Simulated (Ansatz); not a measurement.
**CaMgBr4 (model structure): optical spectrum from first principles**

Wanted: where CaMgBr4 (model structure) starts to absorb, how strongly, and its refractive index. The cell was made here by substitution or stacking, whether or not such a phase is known. It was built so: 1 of the 2 Ca atoms of the cell replaced by Mg in the Pnnm structure of CaBr2.

Main program and level: Ansatz 0.2.0; DFT, PBE, plane-wave PAW, default files, scalar-relativistic, independent-particle optical response without local fields.

### Step 1. The starting structure

Symmetry: P2/m, No. 10, monoclinic system. Conventional cell: a = 6.335 Å, b = 4.178 Å, c = 6.611 Å, α = 90.00°, β = 90.00°, γ = 90.00°. Br has 1 Mg at 2.77 Å and 2 Ca at 2.78 Å nearest. Br has 1 Ca at 2.77 Å and 2 Mg at 2.78 Å nearest. Nearest to Ca lie 6 Br at 2.77 to 2.78 Å. Nearest to Mg lie 6 Br at 2.77 to 2.78 Å. 1 of the 2 Ca atoms of the cell replaced by Mg in the Pnnm structure of CaBr2. Farther neighbours and most contacts between anions are not listed.

### Step 2. Relaxation

The structure was built or cut out here, so it is relaxed before any spectrum is computed.

This step: DFT, PBE, plane-wave PAW, default files, scalar-relativistic, relaxation (Ansatz 0.2.0).

File input.yaml:

```yaml
crystal:
  lattice:
    - [6.33472596, 0.0, 0.0]
    - [0.0, 6.61085998, 0.0]
    - [0.0, 0.0, 4.17760937]
  atoms:
    - { symbol: Br, position: [0.225, 0.825, 0.5] }
    - { symbol: Br, position: [0.775, 0.175, 0.5] }
    - { symbol: Br, position: [0.725, 0.675, 0.0] }
    - { symbol: Br, position: [0.275, 0.325, 0.0] }
    - { symbol: Ca, position: [0.0, 0.0, 0.0] }
    - { symbol: Mg, position: [0.5, 0.5, 0.5] }
kpoints:
  mp_grid: { grid: [4, 4, 6] }
scf:
  occupations: { method: fermi_dirac, width: 0.05 }
hamiltonian:
  xc: pbe
  pseudopotentials: { kind: paw }
output:
  forces: true
  stress: true
relax:
  f_tol: 0.02
  max_steps: 50
  cell: {}
```

Started as:

```bash
ansatz run input.yaml --threads 2 --pin off --max-ram 5120MiB --backend cpu --events-out ev --progress --plain --runs-dir out
```

Numbers of over 12 decimals in the logs are rounded to 6 here.

Output:

```text
Engine: ansatz 0.2.0, x86_64-unknown-linux-gnu
Pseudopotentials: kind: paw
Pseudopotential: Br, paw, valence charge 7, recommended cutoff 420 eV (normal), Br.paw.azcp
Pseudopotential: Ca, paw, valence charge 10, recommended cutoff 420 eV (normal), Ca.paw.azcp
Pseudopotential: Mg, paw, valence charge 10, recommended cutoff 420 eV (normal), Mg.paw.azcp
Functional definition: PBE
  parameter kappa = 0.804
  parameter beta = 0.066725
  exchange = pbe_x(kappa = kappa, mu = beta*pi^2/3)
  correlation = pbe_c(beta = beta)
Crystal: 6 atoms, lattice volume = 174.950 Å³
Basis set: ecut = 420 eV, 3407 PW (Γ), exchange–correlation on 90×90×60 points (8 copies of the dense FFT grid, shifted against one another)
Bands: 30, of which v1, the nominal top of the filled ones, is band 24 counted from 1 (23 counted from 0)
Symmetry: 4 space group operations
Space group: P2/m (ITA 10), of the structure as read, at distance tolerance 5.6e-5 Å
k-points: 40 of 96
Non-local potential: Br, projectors of the file, l = 0: 2, l = 1: 2, l = 2: 2
Non-local potential: Ca, projectors of the file, l = 0: 3, l = 1: 2, l = 2: 2
Non-local potential: Mg, projectors of the file, l = 0: 3, l = 1: 2, l = 2: 1
PAW form: soft (Blöchl's): semilocal exchange-correlation on the pseudo side does not see the compensation charge
PAW one-centre angular grid: Br, 110 points (default); XC on 64 Gauss nodes
PAW one-centre angular grid: Ca, 110 points (default); XC on 64 Gauss nodes
PAW one-centre angular grid: Mg, 110 points (default); XC on 64 Gauss nodes
Initial density: superposition of atomic densities (neutral atoms: chi_scale 0, normalization atom), corrected by the library's trained network
Initial wavefunctions: pseudopotential atomic-orbital guess
Functional: x = pbe(κ = 0.804, μ = 0.219515), c = pbe(β = 0.066725)
SCF iter   1: F=—  HF=-14883.536920 eV  |F-HF|=—  |Δ(HF+E_count)|=         —  Δρ=7.77e-4  dr2=2.82e-3  ethr=1.77e-3  ⟨swp⟩=10.2  Hψ=7446  notcnv=0
preconditioner: auto → Resta (q_TF=auto, 2.199 Å⁻¹)  ε∞=3.4  [insulator: Δε(μ)=3.538 eV  Ē_g=10.295 eV  σ=0.050 eV  W_gap=1.00  n_scr=34 (ndim 8)  ℏωp=15.9 eV  f_vac=0.029  D(μ)=0.00/eV (n_scr^D=0)  ε∞_Penn≈3.4]
SCF iter   2: F=—  HF=-14883.538009 eV  |F-HF|=—  |Δ(HF+E_count)|=   1.09e-3  Δρ=4.31e-4  dr2=4.17e-4  ethr=5.87e-6  ⟨swp⟩=3.0  Hψ=2907  notcnv=0  defer=6
SCF iter   3: F=—  HF=-14883.538058 eV  |F-HF|=—  |Δ(HF+E_count)|=   4.92e-5  Δρ=2.17e-4  dr2=1.00e-4  ethr=8.70e-7  ⟨swp⟩=2.6  Hψ=1842  notcnv=0  defer=6
SCF iter   4: F=—  HF=-14883.538117 eV  |F-HF|=—  |Δ(HF+E_count)|=   5.84e-5  Δρ=4.31e-5  dr2=5.36e-6  ethr=2.09e-7  ⟨swp⟩=2.0  Hψ=1677  notcnv=0  defer=6
SCF iter   5: F=—  HF=-14883.538062 eV  |F-HF|=—  |Δ(HF+E_count)|=   5.47e-5  Δρ=9.92e-6  dr2=2.69e-7  ethr=1.12e-8  ⟨swp⟩=2.0  Hψ=1609  notcnv=0  defer=6
SCF iter   6: F=-14883.538062 eV  HF=-14883.538062 eV  |F-HF|=1.79e-8  |Δ(HF+E_count)|=   2.57e-7  Δρ=2.24e-6  dr2=1.22e-8  ethr=2.08e-10  ⟨swp⟩=5.0  Hψ=4834  notcnv=0
SCF 1 converged in 6 iterations: F = -14883.538062 eV  dr2 = 1.22e-8
  greatest PAW one-centre occupation: 1.000 electrons in one spin orbital (limit 2), on the Mg atom at site 5 (counted from 0), in its partial waves of l = 0
relax step   1: F+E_penalty+E_count = -14883.53806230 eV  Δ(F+E_penalty+E_count) = +0.000e0 eV  max|allowed force component| = 6.991e-1 eV/Å  Δτ_max = 0.0000 Å  P = +1.844 GPa  Ω = 174.950 Å³  (6 SCF iters, dr2 threshold 1.00e-7 eV, accepted)
Crystal: 6 atoms, lattice volume = 185.280 Å³
Basis set: ecut = 420 eV, 3599 PW (Γ), exchange–correlation on 90×90×60 points (8 copies of the dense FFT grid, shifted against one another)
Initial density: handed on by an earlier stage of this run
Initial wavefunctions: those handed on with the density
iter 1 solved again at ethr=4.47e-4 eV; its pass at ethr=3.10e-3 eV (dr2=2.15e-1 eV) is discarded
SCF iter   1: F=—  HF=-14883.734268 eV  |F-HF|=—  |Δ(HF+E_count)|=         —  Δρ=6.18e-3  dr2=2.12e-1  ethr=4.47e-4  ⟨swp⟩=1.4  Hψ=7105  notcnv=0
preconditioner: auto → Resta (q_TF=auto, 2.178 Å⁻¹)  ε∞=3.3  [insulator: Δε(μ)=3.570 eV  Ē_g=10.249 eV  σ=0.050 eV  W_gap=1.00  n_scr=38 (ndim 8)  ℏωp=15.4 eV  f_vac=0.054  D(μ)=0.00/eV (n_scr^D=0)  ε∞_Penn≈3.3]
SCF iter   2: F=—  HF=-14883.680013 eV  |F-HF|=—  |Δ(HF+E_count)|=   5.43e-2  Δρ=3.15e-3  dr2=4.04e-2  ethr=4.42e-4  ⟨swp⟩=3.6  Hψ=2116  notcnv=0  defer=5
SCF iter   3: F=—  HF=-14883.669215 eV  |F-HF|=—  |Δ(HF+E_count)|=   1.08e-2  Δρ=8.48e-4  dr2=1.83e-3  ethr=8.43e-5  ⟨swp⟩=3.2  Hψ=2097  notcnv=0  defer=13
SCF iter   4: F=—  HF=-14883.669145 eV  |F-HF|=—  |Δ(HF+E_count)|=   7.01e-5  Δρ=1.47e-4  dr2=5.85e-5  ethr=3.81e-6  ⟨swp⟩=2.2  Hψ=1893  notcnv=0  defer=13
SCF iter   5: F=—  HF=-14883.669052 eV  |F-HF|=—  |Δ(HF+E_count)|=   9.32e-5  Δρ=4.44e-5  dr2=9.95e-6  ethr=1.22e-7  ⟨swp⟩=2.0  Hψ=1712  notcnv=0  defer=14
SCF iter   6: F=-14883.669053 eV  HF=-14883.669053 eV  |F-HF|=8.25e-7  |Δ(HF+E_count)|=   4.66e-7  Δρ=1.11e-5  dr2=4.38e-7  ethr=1.25e-9  ⟨swp⟩=4.0  Hψ=5212  notcnv=0
SCF 2 converged in 6 iterations: F = -14883.669053 eV  dr2 = 4.38e-7
relax step   2: F+E_penalty+E_count = -14883.66905342 eV  Δ(F+E_penalty+E_count) = -1.310e-1 eV  max|allowed force component| = 4.749e-1 eV/Å  Δτ_max = 0.1949 Å  P = -0.137 GPa  Ω = 185.280 Å³  energy of the carried Pulay correction = -5.820e-4 eV  (6 SCF iters, dr2 threshold 6.00e-7 eV, accepted)
Crystal: 6 atoms, lattice volume = 183.820 Å³
Basis set: ecut = 420 eV, 3571 PW (Γ), exchange–correlation on 90×90×60 points (8 copies of the dense FFT grid, shifted against one another)
iter 1 solved again at ethr=3.59e-5 eV; its pass at ethr=3.10e-3 eV (dr2=1.72e-2 eV) is discarded
SCF iter   1: F=—  HF=-14883.778103 eV  |F-HF|=—  |Δ(HF+E_count)|=         —  Δρ=2.33e-3  dr2=1.80e-2  ethr=3.59e-5  ⟨swp⟩=2.0  Hψ=7023  notcnv=0
preconditioner: auto → Resta (q_TF=auto, 2.181 Å⁻¹)  ε∞=3.5  [insulator: Δε(μ)=3.481 eV  Ē_g=9.890 eV  σ=0.050 eV  W_gap=1.00  n_scr=38 (ndim 8)  ℏωp=15.5 eV  f_vac=0.037  D(μ)=0.00/eV (n_scr^D=0)  ε∞_Penn≈3.5]
SCF iter   2: F=—  HF=-14883.774221 eV  |F-HF|=—  |Δ(HF+E_count)|=   3.88e-3  Δρ=1.20e-3  dr2=3.51e-3  ethr=3.59e-5  ⟨swp⟩=2.1  Hψ=1794  notcnv=0
SCF iter   3: F=—  HF=-14883.773580 eV  |F-HF|=—  |Δ(HF+E_count)|=   6.41e-4  Δρ=2.55e-4  dr2=1.46e-4  ethr=7.31e-6  ⟨swp⟩=2.0  Hψ=1862  notcnv=0  defer=1
SCF iter   4: F=—  HF=-14883.773483 eV  |F-HF|=—  |Δ(HF+E_count)|=   9.71e-5  Δρ=4.88e-5  dr2=4.68e-6  ethr=3.05e-7  ⟨swp⟩=2.2  Hψ=1732  notcnv=0  defer=1
SCF iter   5: F=-14883.773487 eV  HF=-14883.773487 eV  |F-HF|=2.39e-7  |Δ(HF+E_count)|=   3.70e-6  Δρ=8.74e-6  dr2=2.14e-7  ethr=1.25e-9  ⟨swp⟩=5.1  Hψ=4919  notcnv=0
SCF 3 converged in 5 iterations: F = -14883.773487 eV  dr2 = 2.14e-7
relax step   3: F+E_penalty+E_count = -14883.77348726 eV  Δ(F+E_penalty+E_count) = -1.044e-1 eV  max|allowed force component| = 7.030e-2 eV/Å  Δτ_max = 0.0852 Å  P = -0.160 GPa  Ω = 183.820 Å³  energy of the carried Pulay correction = -5.017e-4 eV  (5 SCF iters, dr2 threshold 6.00e-7 eV, accepted)
[...]
relax step   4: F+E_penalty+E_count = -14883.77575413 eV  Δ(F+E_penalty+E_count) = -2.267e-3 eV  max|allowed force component| = 3.101e-2 eV/Å  Δτ_max = 0.0143 Å  P = -0.034 GPa  Ω = 183.210 Å³  energy of the carried Pulay correction = -4.680e-4 eV  (4 SCF iters, dr2 threshold 3.94e-7 eV, accepted)
[...]
relax step   5: F+E_penalty+E_count = -14883.77682499 eV  Δ(F+E_penalty+E_count) = -1.071e-3 eV  max|allowed force component| = 1.902e-2 eV/Å  Δτ_max = 0.0060 Å  P = +0.035 GPa  Ω = 182.946 Å³  energy of the carried Pulay correction = -4.534e-4 eV  (5 SCF iters, dr2 threshold 1.08e-7 eV, accepted)
[...]
relax step   6: F+E_penalty+E_count = -14883.77738373 eV  Δ(F+E_penalty+E_count) = -5.587e-4 eV  max|allowed force component| = 5.213e-3 eV/Å  Δτ_max = 0.0358 Å  P = +0.017 GPa  Ω = 182.581 Å³  energy of the carried Pulay correction = -4.331e-4 eV  (5 SCF iters, dr2 threshold 4.83e-8 eV, accepted)
[...]
relax step   7: F+E_penalty+E_count = -14883.77752783 eV  Δ(F+E_penalty+E_count) = -1.441e-4 eV  max|allowed force component| = 1.214e-3 eV/Å  Δτ_max = 0.0096 Å  P = +0.002 GPa  Ω = 182.875 Å³  energy of the carried Pulay correction = -4.495e-4 eV  (5 SCF iters, dr2 threshold 7.81e-9 eV, accepted)
Basis set: ecut = 420 eV, 3567 PW (Γ), exchange–correlation on 90×96×60 points (8 copies of the dense FFT grid, shifted against one another)
Initial wavefunctions: pseudopotential atomic-orbital guess (no wavefunctions were taken with the density)
iter 1 solved again at ethr=2.93e-6 eV; its pass at ethr=3.10e-3 eV (dr2=1.40e-3 eV) is discarded
SCF iter   1: F=—  HF=-14883.777906 eV  |F-HF|=—  |Δ(HF+E_count)|=         —  Δρ=3.87e-5  dr2=2.55e-7  ethr=2.93e-6  ⟨swp⟩=3.3  Hψ=10491  notcnv=0
eigensolver tolerance schedule: the retry pair's looser diagonalisation over-reported the residual by 5498.74 of it (diagonalisation noise at an unbounded share of the residual, at the tolerance the schedule requests for it); recorded, not acted on — ethr = c·dr2/N_el stays at c = 1.0e-1
preconditioner: auto → Resta (q_TF=auto, 2.183 Å⁻¹)  ε∞=3.4  [insulator: Δε(μ)=3.582 eV  Ē_g=10.018 eV  σ=0.050 eV  W_gap=1.00  n_scr=38 (ndim 8)  ℏωp=15.5 eV  f_vac=0.037  D(μ)=0.00/eV (n_scr^D=0)  ε∞_Penn≈3.4]
SCF iter   2: F=—  HF=-14883.777901 eV  |F-HF|=—  |Δ(HF+E_count)|=   5.50e-6  Δρ=1.98e-5  dr2=6.57e-8  ethr=5.32e-10  ⟨swp⟩=3.6  Hψ=2853  notcnv=0
SCF iter   3: F=—  HF=-14883.777912 eV  |F-HF|=—  |Δ(HF+E_count)|=   1.15e-5  Δρ=2.22e-6  dr2=1.75e-9  ethr=1.37e-10  ⟨swp⟩=2.0  Hψ=2000  notcnv=0
SCF iter   4: F=—  HF=-14883.777913 eV  |F-HF|=—  |Δ(HF+E_count)|=   8.17e-8  Δρ=5.34e-7  dr2=3.14e-10  ethr=3.65e-12  ⟨swp⟩=2.0  Hψ=2160  notcnv=0
SCF iter   5: F=-14883.777913 eV  HF=-14883.777913 eV  |F-HF|=2.73e-11  |Δ(HF+E_count)|=  4.22e-10  Δρ=9.41e-8  dr2=2.07e-11  ethr=1.00e-12  ⟨swp⟩=5.0  Hψ=4541  notcnv=0
SCF 8 converged in 5 iterations: F = -14883.777913 eV  dr2 = 2.07e-11
relax step   8: F+E_penalty+E_count = -14883.77791256 eV  Δ(F+E_penalty+E_count) = -3.847e-4 eV  max|allowed force component| = 1.210e-3 eV/Å  Δτ_max = 0.0000 Å  P = -0.000 GPa  Ω = 182.875 Å³  stress off target by 1.34e-2 GPa  SCF on the basis re-selected at this cell (its energy is not comparable with the rows above)  (5 SCF iters)
basis re-selected at this cell: Δ(F+E_penalty+E_count) = -3.847e-4 eV, ΔP = -0.002 GPa vs the last step (what re-selecting the basis moved, of the pressure what is left beyond the Pulay correction that the steps carried, after the strain that the cell walked since its last selection, with what the two solves' SCF thresholds leave and, on support functions, any second-order correction that the steps lacked; it is no measure of the basis error at this ecutwfc). The dense FFT grid was sized anew with the basis: this SCF ran on 45×48×30 points, the steps before it on 45×45×30, so part of this shift can come from that change (see relax.cell in the input reference). [rest of the remark cut]
SCF converged after 5 iterations
Free energy (F): -14883.777913 eV
Harris-Foulkes:  -14883.777913 eV  (|F-HF|=2.73e-11)
Internal energy: -14883.777913 eV  (E = F + TS)
E sigma→0 (E₀):  -14883.777913 eV
Fermi energy:    4.109059 eV
--- Per-component energies (eV) ---
  E_band       = -629.665980
  E_kinetic    = 888.467027
  E_local      = -3690.351167  (includes V_loc(G=0)·N_el)
  E_nonlocal   = 439.823946
  E_hartree    = 1248.725149
  E_xc         = -1225.745156
  E_vxc        = -624.668188  (∫ρ·V_xc dr)
  E_paw        = -10137.857969  (= ΣΔE_a)
  E_vpaw       = -140.387973  (= ΣTr[D̂ρ^β])
  E_aug_tail   = -0.000012  (compensation charges beyond the density's cutoff)
  E_ewald      = -2406.839731
  E_smearing   = -0.000000  (= −TS)
  E_closure    = -0.000000  (closes the sum)
  Σ components = -14883.777913   (vs F -14883.777913, Δ=0.00e0)
--- Forces (eV/Å), atoms counted from 1 ---
  atom   1  Br    -0.00120980    -0.00094277     0.00000000
  atom   2  Br     0.00120980     0.00094277     0.00000000
  atom   3  Br    -0.00025774     0.00013735     0.00000000
  atom   4  Br     0.00025774    -0.00013735     0.00000000
  atom   5  Ca     0.00000000     0.00000000     0.00000000
  atom   6  Mg     0.00000000     0.00000000     0.00000000
  max |Σ_I F_I| component: 1.08e-19 eV/Å
--- Stress (GPa, compression-positive) ---
        0.005164       0.011591       0.000000
        0.011591      -0.003053       0.000000
        0.000000       0.000000      -0.003288
  P = ⅓ Tr σ = -0.0004 GPa (-0.004 kbar)
--- Relaxed structure (7 steps of the walk, 7 accepted, 1 SCFs on fresh bases) ---
  F+E_penalty+E_count = -14883.77791256 eV   max|allowed force component| = 1.210e-3 eV/Å   (the final SCF, on the basis selected at the relaxed cell)
  cell:  # Å, volume = 182.8754 Å³
    - [6.498315, 0.014387, 0.0]
    - [0.015014, 6.794506, 0.0]
    - [0.0, 0.0, 4.141891]
  atoms:
    - { symbol: Br, position: [0.242372, 0.820479, 0.500000] }
    - { symbol: Br, position: [0.757628, 0.179521, 0.500000] }
    - { symbol: Br, position: [0.716359, 0.658033, 0.0] }
    - { symbol: Br, position: [0.283641, 0.341967, 0.0] }
    - { symbol: Ca, position: [0, -1.7493674360319331e-19, 0.0] }
    - { symbol: Mg, position: [0.500000, 0.5, 0.500000] }
```

Elapsed: 41 s, on 2 threads of Intel Xeon Platinum 8259CL at 2.50GHz (Skylake/Cascade Lake), shared host; peak memory 0.59 GiB.

Relaxation path:

```csv
step,energy less that of the first step (eV),largest force component (eV/Å),pressure (GPa),volume (Å³)
1,0.0000,0.6991,1.84,174.95
2,-0.1310,0.4749,-0.14,185.28
3,-0.2354,0.0703,-0.16,183.82
4,-0.2377,0.0310,-0.03,183.21
5,-0.2388,0.0190,0.03,182.95
6,-0.2393,0.0052,0.02,182.58
7,-0.2395,0.0012,0.00,182.88
8*,-0.2399,0.0012,0.00,182.88
```

Relaxation steps marked * repeat the geometry before them on a plane-wave basis chosen anew for their cell, so energy and pressure can jump there.

The run keeps the 4 symmetry operations that it works with, so distortions that break them were not tested.

```csv
cell as run,before,after,change
a (Å),6.335,6.498,+2.6 %
b (Å),6.611,6.795,+2.8 %
c (Å),4.178,4.142,-0.9 %
γ (°),90.00,89.75,-0.3 %
volume (Å³/atom),29.16,30.48,+4.5 %
```

The atoms that moved most (Å, as changes of fractional coordinates times the final cell):

```csv
atom,dx,dy,dz,length
Br4,0.056,0.115,0.000,0.128
Br3,-0.056,-0.115,0.000,0.128
Br1,0.113,-0.030,0.000,0.117
Br2,-0.113,0.030,0.000,0.117
```

The relaxed structure:

```xyz
6
Lattice="6.4983 0.0144 0.0000 0.0150 6.7945 0.0000 0.0000 0.0000 4.1419" Properties=species:S:1:pos:R:3 pbc="T T T"
Br    1.5873    5.5782    2.0709
Br    4.9260    1.2307    2.0709
Br    4.6650    4.4813    0.0000
Br    1.8483    2.3276    0.0000
Ca    0.0000    0.0000    0.0000
Mg    3.2567    3.4044    2.0709
```

The relaxation ends with a largest force component of 0.0012 eV/Å and a pressure of 0.00 GPa.

[end of part 1 of 3]

[Logs are printed without paths, hosts, clocks, repeated set-up lines and the standing remarks that a program may print on its own settings, such as how far it seeks lower states.]

[Hosts, paths, dates, database ids (printed as entryN), source tags and the programs' standing remarks are cut or masked in the printed files.]
